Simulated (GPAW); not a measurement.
The P K edge of atom 3 in TiPO4 (Cmcm), with 2 O at 1.52 Å and 2 O at 1.56 Å (tetrahedral, site symmetry m2m), was computed in 2 ways: excited-electron core hole (neutral cell) and half core hole. Program and functional: GPAW, LDA, Gaussian full width 0.9 eV up to 4 eV, rising linearly to 3.5 eV at 25 eV; cells of 12 atoms.

Each run is counted from its own lowest empty level or Fermi level and scaled to a mean of 1 over its first 20 eV.

| E (eV) | run 1 | run 2 |
| --- | --- | --- |
| -2.0 | 0.00 | 0.00 |
| -1.5 | 0.00 | 0.00 |
| -1.0 | 0.00 | 0.00 |
| -0.5 | 0.07 | 0.04 |
| 0.0 | 0.37 | 0.20 |
| 0.5 | 0.63 | 0.28 |
| 1.0 | 1.06 | 0.22 |
| 1.5 | 1.17 | 0.44 |
| 2.0 | 0.86 | 0.52 |
| 2.5 | 1.19 | 0.37 |
| 3.0 | 2.89 | 0.17 |
| 3.5 | 4.85 | 0.06 |
| 4.0 | 4.04 | 0.21 |
| 4.5 | 1.79 | 1.25 |
| 5.0 | 0.73 | 3.52 |
| 5.5 | 0.53 | 4.87 |
| 6.0 | 0.62 | 3.76 |
| 6.5 | 0.58 | 2.16 |
| 7.0 | 0.49 | 1.48 |
| 7.5 | 0.48 | 1.10 |
| 8.0 | 0.48 | 0.81 |
| 8.5 | 0.48 | 0.72 |
| 9.0 | 0.51 | 0.73 |
| 9.5 | 0.53 | 0.71 |
| 10.0 | 0.61 | 0.68 |
| 10.5 | 0.74 | 0.62 |
| 11.0 | 0.84 | 0.62 |
| 11.5 | 0.81 | 0.71 |
| 12.0 | 0.72 | 0.86 |
| 12.5 | 0.65 | 0.96 |
| 13.0 | 0.61 | 0.97 |
| 13.5 | 0.59 | 0.93 |
| 14.0 | 0.59 | 0.84 |
| 14.5 | 0.61 | 0.74 |
| 15.0 | 0.65 | 0.67 |
| 15.5 | 0.71 | 0.65 |
| 16.0 | 0.76 | 0.67 |
| 16.5 | 0.81 | 0.72 |
| 17.0 | 0.86 | 0.78 |
| 17.5 | 0.89 | 0.83 |
| 18.0 | 0.93 | 0.87 |
| 18.5 | 0.96 | 0.90 |
| 19.0 | 0.98 | 0.93 |
| 19.5 | 0.98 | 0.96 |
| 20.0 | 0.96 | 1.01 |
| 20.5 | 0.90 | 1.05 |
| 21.0 | 0.82 | 1.09 |
| 21.5 | 0.73 | 1.10 |
| 22.0 | 0.64 | 1.09 |
| 22.5 | 0.58 | 1.05 |
| 23.0 | 0.53 | 0.99 |
| 23.5 | 0.50 | 0.93 |
| 24.0 | 0.47 | 0.87 |
| 24.5 | 0.46 | 0.82 |
| 25.0 | 0.44 | 0.78 |
| 25.5 | 0.43 | 0.76 |
| 26.0 | 0.42 | 0.74 |
| 26.5 | 0.40 | 0.71 |
| 27.0 | 0.40 | 0.69 |
| 27.5 | 0.39 | 0.66 |
| 28.0 | 0.38 | 0.63 |
| 28.5 | 0.38 | 0.60 |
| 29.0 | 0.39 | 0.57 |
| 29.5 | 0.40 | 0.54 |
| 30.0 | 0.41 | 0.53 |
| 30.5 | 0.43 | 0.52 |
| 31.0 | 0.44 | 0.52 |
| 31.5 | 0.45 | 0.53 |
| 32.0 | 0.46 | 0.55 |

Q: Which run is which?

Run 1: excited-electron core hole (neutral cell) (area from −2 to 6 eV 10.3, main maxima 1.3 eV (1.23), 3.6 eV (4.96), 11.1 eV (0.84) and 19.3 eV (0.99)). Run 2: half core hole (area from −2 to 6 eV 7.1, main maxima 1.9 eV (0.54), 5.5 eV (4.87), 12.8 eV (0.98) and 21.6 eV (1.10)). 

[Hosts, paths, dates, database ids (printed as entryN), source tags and the programs' standing remarks are cut or masked in the printed files.]

[Lists of maxima count a maximum above −3 eV only where it reaches 4 % of the highest in the window and stands out from its surroundings by 2 % of it (1.5 % where it reaches 55 %); shoulders and weaker maxima are passed over, and of the rest the first, up to two pre-edge ones and the few strongest are named.]
